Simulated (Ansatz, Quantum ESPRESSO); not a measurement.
# Complex bands of CdTe, zinc blende type, lattice constant set to 6.325 Å, part 2 of 4

Wanted: the complex band structure of CdTe, zinc blende type, lattice constant set to 6.325 Å, as for a tunnel barrier.

Quantum ESPRESSO 7.5; plane-wave DFT, LDA, GBRV ultrasoft pseudopotentials; cross-check by Ansatz 0.2.0 with PAW datasets.

So far. Step 2 (Ground state): The run needed 11 iterations to bring the estimated error under 1e-09 Ry.

**3. Complex bands with pwcond.x**

Level of this step: complex band structure by pwcond; plane-wave DFT, LDA, GBRV ultrasoft pseudopotentials (Quantum ESPRESSO).

ikind = 0 solves one period of the crystal for all kz, real and complex, at each energy and k across. ewind and epsproj trim the two-dimensional plane-wave basis; nz1 sets the subslabs.

Contents of cbs.in:

```
&inputcond
  outdir = './out'
  prefixl = 'scf'
  band_file = 'cbs'
  ikind = 0
  ewind = 4.0
  epsproj = 1e-05
  nz1 = 7
  energy0 = 4.93
  denergy = -0.17
/
4
  0.00000000 0.00000000 1.00000000
  0.50000000 0.00000000 1.00000000
  0.50000000 0.50000000 1.00000000
  0.25000000 0.00000000 1.00000000
42
```

The run is started by

```console
OMP_NUM_THREADS=1 mpirun -n 2 pwcond.x -in cbs.in > cbs.out
```

Output:

```text
[banner, memory and clock lines left out]
Program PWCOND v.7.5 starts

          URL

     ./out/scf.save/

     IMPORTANT: XC functional enforced from input :
     Exchange-correlation= PZ
                           (   1   1   0   0   0   0   0)
     Any further DFT definition will be discarded
     Please, verify this is what you really want

     negative rho (up, down):  3.856E-02 0.000E+00
     Reading collected, re-writing distributed wavefunctions

===== INPUT FILE containing the left lead =====

     GEOMETRY:

     lattice parameter (alat)  =       8.4517  a.u.
     the volume                =     853.7844 (a.u.)^3
     the cross section         =      71.4313 (a.u.)^2
     l of the unit cell        =       1.4142 (alat)
     number of atoms/cell      =            4
     number of atomic types    =            2

     crystal axes: (cart. coord. in units of alat)
               a(1) = (  1.0000  0.0000  0.0000 )
               a(2) = (  0.0000  1.0000  0.0000 )
               a(3) = (  0.0000  0.0000  1.4142 )

   Cartesian axes

     site n.     atom                  positions (alat units)
          1        Cd     tau(  1)=(  0.0000  0.0000  1.4142  )
          2        Te     tau(  2)=(  0.5000  0.0000  0.3536  )
          3        Cd     tau(  3)=(  0.5000  0.5000  0.7071  )
          4        Te     tau(  4)=(  0.0000  0.5000  1.0607  )

     nr1s                      =           36
     nr2s                      =           36
     nr3s                      =           50
     nr1sx                     =           36
     nr2sx                     =           36
     nr3sx                     =           50
     nr1                       =           40
     nr2                       =           40
     nr3                       =           54
     nr1x                      =           40
     nr2x                      =           40
     nr3x                      =           54

 _______________________________
  Radii of nonlocal spheres:

     type       ibeta     ang. mom.          radius (alat units)
       Cd         1         0                    0.2779
       Cd         2         0                    0.2779
       Cd         3         1                    0.2779
       Cd         4         1                    0.2779
       Cd         5         2                    0.2779
       Cd         6         2                    0.2779
       Te         1         0                    0.3133
       Te         2         0                    0.3133
       Te         3         1                    0.3133
       Te         4         1                    0.3133
       Te         5         2                    0.3133
----- General information -----

----- Complex band structure calculation -----

     nrx                       =           36
     nry                       =           36
     nz1                       =            7

     energy0               =         4.9E+00
     denergy               =        -1.7E-01
     nenergy               =         42
     ecut2d                =         4.0E+01
     ewind                 =         4.0E+00
     epsproj               =         1.0E-05

     number of k_|| points=    4
                       cryst. coord.
        k(    1) = (   0.0000000   0.0000000), wk =   0.2500000
        k(    2) = (   0.5000000   0.0000000), wk =   0.2500000
        k(    3) = (   0.5000000   0.5000000), wk =   0.2500000
        k(    4) = (   0.2500000   0.0000000), wk =   0.2500000
----- Information about left lead -----

     nocros                   =           18
     noins                    =           44
     norb                     =           80
     norbf                    =           80
     nrz                      =           50

      iorb      type   ibeta   ang. mom.   m       position (alat)
        1        1       1        0        1   taunew(   1)=(  0.0000  0.0000  0.0000)
        2        1       2        0        1   taunew(   2)=(  0.0000  0.0000  0.0000)
        3        1       3        1        1   taunew(   3)=(  0.0000  0.0000  0.0000)
        4        1       3        1        2   taunew(   4)=(  0.0000  0.0000  0.0000)
        5        1       3        1        3   taunew(   5)=(  0.0000  0.0000  0.0000)
        6        1       4        1        1   taunew(   6)=(  0.0000  0.0000  0.0000)
        7        1       4        1        2   taunew(   7)=(  0.0000  0.0000  0.0000)
        8        1       4        1        3   taunew(   8)=(  0.0000  0.0000  0.0000)
        9        1       5        2        1   taunew(   9)=(  0.0000  0.0000  0.0000)
       10        1       5        2        2   taunew(  10)=(  0.0000  0.0000  0.0000)
       11        1       5        2        3   taunew(  11)=(  0.0000  0.0000  0.0000)
       12        1       5        2        4   taunew(  12)=(  0.0000  0.0000  0.0000)
       13        1       5        2        5   taunew(  13)=(  0.0000  0.0000  0.0000)
       14        1       6        2        1   taunew(  14)=(  0.0000  0.0000  0.0000)
       15        1       6        2        2   taunew(  15)=(  0.0000  0.0000  0.0000)
       16        1       6        2        3   taunew(  16)=(  0.0000  0.0000  0.0000)
       17        1       6        2        4   taunew(  17)=(  0.0000  0.0000  0.0000)
       18        1       6        2        5   taunew(  18)=(  0.0000  0.0000  0.0000)
       19        2       1        0        1   taunew(  19)=(  0.5000  0.0000  0.3536)
       20        2       2        0        1   taunew(  20)=(  0.5000  0.0000  0.3536)
       21        2       3        1        1   taunew(  21)=(  0.5000  0.0000  0.3536)
       22        2       3        1        2   taunew(  22)=(  0.5000  0.0000  0.3536)
       23        2       3        1        3   taunew(  23)=(  0.5000  0.0000  0.3536)
       24        2       4        1        1   taunew(  24)=(  0.5000  0.0000  0.3536)
       25        2       4        1        2   taunew(  25)=(  0.5000  0.0000  0.3536)
       26        2       4        1        3   taunew(  26)=(  0.5000  0.0000  0.3536)
       27        2       5        2        1   taunew(  27)=(  0.5000  0.0000  0.3536)
       28        2       5        2        2   taunew(  28)=(  0.5000  0.0000  0.3536)
       29        2       5        2        3   taunew(  29)=(  0.5000  0.0000  0.3536)
       30        2       5        2        4   taunew(  30)=(  0.5000  0.0000  0.3536)
       31        2       5        2        5   taunew(  31)=(  0.5000  0.0000  0.3536)
       32        1       1        0        1   taunew(  32)=(  0.5000  0.5000  0.7071)
       33        1       2        0        1   taunew(  33)=(  0.5000  0.5000  0.7071)
[...]
72        1       5        2        2   taunew(  72)=(  0.0000  0.0000  1.4142)
       73        1       5        2        3   taunew(  73)=(  0.0000  0.0000  1.4142)
       74        1       5        2        4   taunew(  74)=(  0.0000  0.0000  1.4142)
       75        1       5        2        5   taunew(  75)=(  0.0000  0.0000  1.4142)
       76        1       6        2        1   taunew(  76)=(  0.0000  0.0000  1.4142)
       77        1       6        2        2   taunew(  77)=(  0.0000  0.0000  1.4142)
       78        1       6        2        3   taunew(  78)=(  0.0000  0.0000  1.4142)
       79        1       6        2        4   taunew(  79)=(  0.0000  0.0000  1.4142)
       80        1       6        2        5   taunew(  80)=(  0.0000  0.0000  1.4142)
    k slab    z(k)  z(k+1)     crossing(iorb=1,norb)
    1   0.0000 0.0283 0.0283   11111111111111111100000000000000000000000000000000000000000000000000000000000000
    2   0.0283 0.0566 0.0283   11111111111111111111111111111110000000000000000000000000000000000000000000000000
    3   0.0566 0.0849 0.0283   11111111111111111111111111111110000000000000000000000000000000000000000000000000
    4   0.0849 0.1131 0.0283   11111111111111111111111111111110000000000000000000000000000000000000000000000000
    5   0.1131 0.1414 0.0283   11111111111111111111111111111110000000000000000000000000000000000000000000000000
    6   0.1414 0.1697 0.0283   11111111111111111111111111111110000000000000000000000000000000000000000000000000
    7   0.1697 0.1980 0.0283   11111111111111111111111111111110000000000000000000000000000000000000000000000000
    8   0.1980 0.2263 0.0283   11111111111111111111111111111110000000000000000000000000000000000000000000000000
    9   0.2263 0.2546 0.0283   11111111111111111111111111111110000000000000000000000000000000000000000000000000
   10   0.2546 0.2828 0.0283   11111111111111111111111111111110000000000000000000000000000000000000000000000000
   11   0.2828 0.3111 0.0283   00000000000000000011111111111110000000000000000000000000000000000000000000000000
   12   0.3111 0.3394 0.0283   00000000000000000011111111111110000000000000000000000000000000000000000000000000
   13   0.3394 0.3677 0.0283   00000000000000000011111111111110000000000000000000000000000000000000000000000000
   14   0.3677 0.3960 0.0283   00000000000000000011111111111110000000000000000000000000000000000000000000000000
   15   0.3960 0.4243 0.0283   00000000000000000011111111111110000000000000000000000000000000000000000000000000
   16   0.4243 0.4525 0.0283   00000000000000000011111111111111111111111111111110000000000000000000000000000000
   17   0.4525 0.4808 0.0283   00000000000000000011111111111111111111111111111110000000000000000000000000000000
   18   0.4808 0.5091 0.0283   00000000000000000011111111111111111111111111111110000000000000000000000000000000
   19   0.5091 0.5374 0.0283   00000000000000000011111111111111111111111111111110000000000000000000000000000000
   20   0.5374 0.5657 0.0283   00000000000000000011111111111111111111111111111110000000000000000000000000000000
   21   0.5657 0.5940 0.0283   00000000000000000011111111111111111111111111111110000000000000000000000000000000
   22   0.5940 0.6223 0.0283   00000000000000000011111111111111111111111111111110000000000000000000000000000000
   23   0.6223 0.6505 0.0283   00000000000000000011111111111111111111111111111110000000000000000000000000000000
   24   0.6505 0.6788 0.0283   00000000000000000011111111111111111111111111111110000000000000000000000000000000
   25   0.6788 0.7071 0.0283   00000000000000000000000000000001111111111111111110000000000000000000000000000000
   26   0.7071 0.7354 0.0283   00000000000000000000000000000001111111111111111110000000000000000000000000000000
   27   0.7354 0.7637 0.0283   00000000000000000000000000000001111111111111111111111111111111000000000000000000
   28   0.7637 0.7920 0.0283   00000000000000000000000000000001111111111111111111111111111111000000000000000000
   29   0.7920 0.8202 0.0283   00000000000000000000000000000001111111111111111111111111111111000000000000000000
   30   0.8202 0.8485 0.0283   00000000000000000000000000000001111111111111111111111111111111000000000000000000
   31   0.8485 0.8768 0.0283   00000000000000000000000000000001111111111111111111111111111111000000000000000000
   32   0.8768 0.9051 0.0283   00000000000000000000000000000001111111111111111111111111111111000000000000000000
   33   0.9051 0.9334 0.0283   00000000000000000000000000000001111111111111111111111111111111000000000000000000
   34   0.9334 0.9617 0.0283   00000000000000000000000000000001111111111111111111111111111111000000000000000000
   35   0.9617 0.9899 0.0283   00000000000000000000000000000001111111111111111111111111111111000000000000000000
   36   0.9899 1.0182 0.0283   00000000000000000000000000000000000000000000000001111111111111000000000000000000
   37   1.0182 1.0465 0.0283   00000000000000000000000000000000000000000000000001111111111111000000000000000000
   38   1.0465 1.0748 0.0283   00000000000000000000000000000000000000000000000001111111111111000000000000000000
   39   1.0748 1.1031 0.0283   00000000000000000000000000000000000000000000000001111111111111000000000000000000
   40   1.1031 1.1314 0.0283   00000000000000000000000000000000000000000000000001111111111111000000000000000000
   41   1.1314 1.1597 0.0283   00000000000000000000000000000000000000000000000001111111111111111111111111111111
   42   1.1597 1.1879 0.0283   00000000000000000000000000000000000000000000000001111111111111111111111111111111
   43   1.1879 1.2162 0.0283   00000000000000000000000000000000000000000000000001111111111111111111111111111111
   44   1.2162 1.2445 0.0283   00000000000000000000000000000000000000000000000001111111111111111111111111111111
   45   1.2445 1.2728 0.0283   00000000000000000000000000000000000000000000000001111111111111111111111111111111
   46   1.2728 1.3011 0.0283   00000000000000000000000000000000000000000000000001111111111111111111111111111111
   47   1.3011 1.3294 0.0283   00000000000000000000000000000000000000000000000001111111111111111111111111111111
   48   1.3294 1.3576 0.0283   00000000000000000000000000000000000000000000000001111111111111111111111111111111
   49   1.3576 1.3859 0.0283   00000000000000000000000000000000000000000000000001111111111111111111111111111111
   50   1.3859 1.4142 0.0283   00000000000000000000000000000000000000000000000000000000000000111111111111111111
 ngper, shell number =          225          33
 ngper, n2d =          225         225
---  E-Ef =    4.9300000  k =    0.0000000   0.0000000
---  ie =          1  ik =          1
 Nchannels of the left tip =            2
 Right moving states:
   k1(2pi/a)   k2(2pi/a)   E-Ef (eV)
   0.2215142   0.0000000   4.9300000
   0.2215142   0.0000000   4.9300000
 Left moving states:
   k1(2pi/a)   k2(2pi/a)   E-Ef (eV)
  -0.2215142   0.0000000   4.9300000
  -0.2215142   0.0000000   4.9300000

---  E-Ef =    4.7600000  k =    0.0000000   0.0000000
---  ie =          2  ik =          1
 Nchannels of the left tip =            2
 Right moving states:
   k1(2pi/a)   k2(2pi/a)   E-Ef (eV)
   0.1794301   0.0000000   4.7600000
   0.1794301   0.0000000   4.7600000
 Left moving states:
   k1(2pi/a)   k2(2pi/a)   E-Ef (eV)
  -0.1794301   0.0000000   4.7600000
  -0.1794301   0.0000000   4.7600000
[... further energies and points left out ...]
---  E-Ef =   -1.8700000  k =    0.2500000   0.0000000
---  ie =         41  ik =          4
 Nchannels of the left tip =            1
 Right moving states:
   k1(2pi/a)   k2(2pi/a)   E-Ef (eV)
   0.3723121   0.0000000  -1.8700000
 Left moving states:
   k1(2pi/a)   k2(2pi/a)   E-Ef (eV)
  -0.3723121   0.0000000  -1.8700000

---  E-Ef =   -2.0400000  k =    0.2500000   0.0000000
---  ie =         42  ik =          4
 Nchannels of the left tip =            1
 Right moving states:
   k1(2pi/a)   k2(2pi/a)   E-Ef (eV)
   0.3362184   0.0000000  -2.0400000
 Left moving states:
   k1(2pi/a)   k2(2pi/a)   E-Ef (eV)
  -0.3362184   0.0000000  -2.0400000

Note: The following floating-point exceptions are signalling: IEEE_UNDERFLOW_FLAG IEEE_DENORMAL
Note: The following floating-point exceptions are signalling: IEEE_UNDERFLOW_FLAG IEEE_DENORMAL
```

Run time: 8.9 min. Hardware: 2 MPI ranks of Intel Xeon Platinum 8488C (Sapphire Rapids), shared host; peak memory 0.25 GiB.

Numbers from this step:

| Property | Result |
| --- | --- |
| peak of the smallest κ at the zone centre | 0.052 Å⁻¹ |
| energy of the peak at the zone centre | 0.34 eV |
| peak of the smallest κ at (1/2, 0) | 0.185 Å⁻¹ |
| peak of the smallest κ at (1/4, 0) | 0.185 Å⁻¹ |

K across = (0, 0) in the cell's reciprocal vectors; values within 0.0025 1/Å of each other count once, columns are sorted by size at each energy, a dash where no further value was kept. The Im kz of the slowest decaying states by energy, zero at the highest filled level of the SCF mesh:

```csv
energy (eV),decay 1 (Å⁻¹),decay 2 (Å⁻¹),decay 3 (Å⁻¹)
-2.04,1.05,1.36,1.66
-1.87,1.03,1.35,1.67
-1.53,0.991,1.33,1.62
-1.36,0.967,1.32,1.62
-1.02,0.918,1.30,1.66
-0.85,0.892,1.29,1.70
-0.68,0.866,1.28,1.7
-0.34,0.811,1.26,1.71
-0.17,0.783,1.25,1.72
0.00,0.007,0.017,0.754
0.17,0.044,0.136,0.725
0.34,0.052,0.186,0.694
0.68,0.024,0.247,0.63
0.85,0.267,0.596,1.19
1.02,0.283,0.56,1.17
1.36,0.305,0.48,1.15
1.53,0.312,0.435,1.14
1.87,0.32,0.325,1.11
2.04,0.251,0.321,1.10
2.21,0.131,0.32,1.09
2.55,0.312,1.06,1.76
2.72,0.306,1.05,1.76
3.06,0.039,0.287,1.02
3.23,0.068,0.275,1.00
3.57,0.159,0.242,0.977
3.74,0.181,0.22,0.963
3.91,0.193,0.196,0.948
4.25,0.112,0.214,0.919
4.42,0.031,0.219,0.904
4.76,0.139,0.223,0.874
4.93,0.161,0.221,0.859
```

K across = (0, 0) in the cell's reciprocal vectors. Re kz of states that move upwards against energy, zero at the highest filled level of the SCF mesh:

| energy (eV) | channel 1 (Å⁻¹) | channel 2 (Å⁻¹) | channel 3 (Å⁻¹) |
| --- | --- | --- | --- |
| -2.04 | -0.355 | 0.183 | 0.183 |
| -1.70 | -0.301 | 0.353 | 0.353 |
| -1.36 | -0.248 | 0.472 | 0.472 |
| -1.02 | -0.417 | -0.417 | -0.195 |
| -0.68 | -0.317 | -0.317 | -0.142 |
| -0.34 | -0.210 | -0.210 | -0.0865 |
| 0.00 | - | - | - |
| 0.34 | - | - | - |
| 0.68 | - | - | - |
| 1.02 | 0.0793 | - | - |
| 1.36 | 0.134 | - | - |
| 1.53 | 0.160 | - | - |
| 1.87 | 0.213 | - | - |
| 2.21 | 0.267 | - | - |
| 2.55 | 0.102 | 0.328 | 0.388 |
| 2.89 | -0.454 | 0.279 | 0.419 |
| 3.23 | -0.391 | - | - |
| 3.57 | -0.293 | - | - |
| 3.91 | -0.205 | - | - |
| 4.25 | -0.105 | - | - |
| 4.59 | 0.127 | 0.127 | - |
| 4.93 | 0.220 | 0.220 | - |

K across = (1/2, 0) in the cell's reciprocal vectors; values within 0.0025 1/Å of each other count once, columns are sorted by size at each energy, a dash where no further value was kept. Im kz of the slowest decaying states against energy, zero at the highest filled level of the SCF mesh:

| energy (eV) | decay 1 (Å⁻¹) | decay 2 (Å⁻¹) | decay 3 (Å⁻¹) |
| --- | --- | --- | --- |
| -2.04 | 0.842 | 1.53 | 1.90 |
| -1.87 | 0.802 | 1.4 | - |
| -1.53 | 0.703 | 1.28 | 1.73 |
| -1.36 | 0.636 | 1.23 | 1.74 |
| -1.02 | 0.353 | 1.16 | 1.73 |
| -0.85 | 0.059 | 0.334 | 1.13 |
| -0.68 | 0.108 | 0.496 | 1.10 |
| -0.34 | 0.155 | 0.601 | 1.04 |
| -0.17 | 0.169 | 0.626 | 1.01 |
| 0.00 | 0.178 | 0.643 | 0.985 |
| 0.17 | 0.183 | 0.653 | 0.959 |
| 0.34 | 0.185 | 0.66 | 0.932 |
| 0.68 | 0.18 | 0.665 | 0.88 |
| 0.85 | 0.173 | 0.664 | 0.854 |
| 1.02 | 0.162 | 0.661 | 0.828 |
| 1.36 | 0.122 | 0.652 | 0.776 |
| 1.53 | 0.085 | 0.645 | 0.749 |
| 1.87 | 0.627 | 0.695 | 1.56 |
| 2.04 | 0.617 | 0.667 | 1.55 |
| 2.21 | 0.605 | 0.638 | 1.53 |
| 2.55 | 0.578 | 1.51 | 1.54 |
| 2.72 | 0.545 | 0.564 | 1.49 |
| 3.06 | 0.474 | 0.531 | 1.47 |
| 3.23 | 0.102 | 0.432 | 0.512 |
| 3.57 | 0.233 | 0.305 | 0.47 |
| 3.74 | 0.26 | 0.446 | 1.41 |
| 3.91 | 0.246 | 0.42 | 1.39 |
| 4.25 | 0.204 | 0.359 | 1.36 |
| 4.42 | 0.172 | 0.321 | 1.34 |
| 4.76 | 0.223 | 1.30 | 1.47 |
| 4.93 | 0.144 | 1.28 | - |

K across = (1/2, 1/2) in the cell's reciprocal vectors; values within 0.0025 1/Å of each other count once, columns are sorted by size at each energy, a dash where no further value was kept. Im kz of the slowest decaying states against energy, zero at the highest filled level of the SCF mesh:

```
energy (eV)  decay 1 (Å⁻¹)  decay 2 (Å⁻¹)  decay 3 (Å⁻¹)
      -2.04          0.146          0.154           1.52
      -1.87          0.209          0.217           1.51
      -1.53          0.275          0.281           1.50
      -1.36          0.295            0.3           1.50
      -1.02           0.32           1.48           1.78
      -0.85          0.328           1.48           1.77
      -0.68          0.332           1.47           1.76
      -0.34          0.333          0.338           1.46
      -0.17          0.331          0.338           1.45
       0.00          0.327          0.336           1.44
       0.17          0.322          0.332           1.44
       0.34          0.315          0.327           1.43
       0.68          0.297          0.312           1.41
       0.85          0.285          0.303           1.41
       1.02          0.271          0.292           1.40
       1.36          0.238          0.264           1.38
       1.53          0.217          0.247           1.37
       1.87          0.162          0.203           1.35
       2.04          0.122          0.175           1.35
       2.21          0.056          0.138           1.34
       2.55           1.32           1.53           1.62
       2.72           1.31           1.51           1.61
       3.06           1.29           1.49           1.59
       3.23           1.28           1.47           1.58
       3.57           1.26           1.45           1.57
       3.74           1.25           1.43           1.56
       3.91           1.24           1.42           1.55
       4.25           1.22           1.39           1.53
       4.42          0.036           1.20           1.37
       4.76          0.047          0.086           1.18
       4.93          0.054          0.096           1.17
```

(Continued in part 3 of 4.)

[Logs are printed without paths, hosts, clocks, repeated set-up lines and the standing remarks that a program may print on its own settings, such as how far it seeks lower states.]

[Hosts, paths, dates, database ids (printed as entryN), source tags and the programs' standing remarks are cut or masked in the printed files.]

[Maps of the electrostatic potential energy from Ansatz leave out the sawtooth potential of an applied field or a dipole correction, so their vacuum need not be flat; planar profiles and work functions include it.]
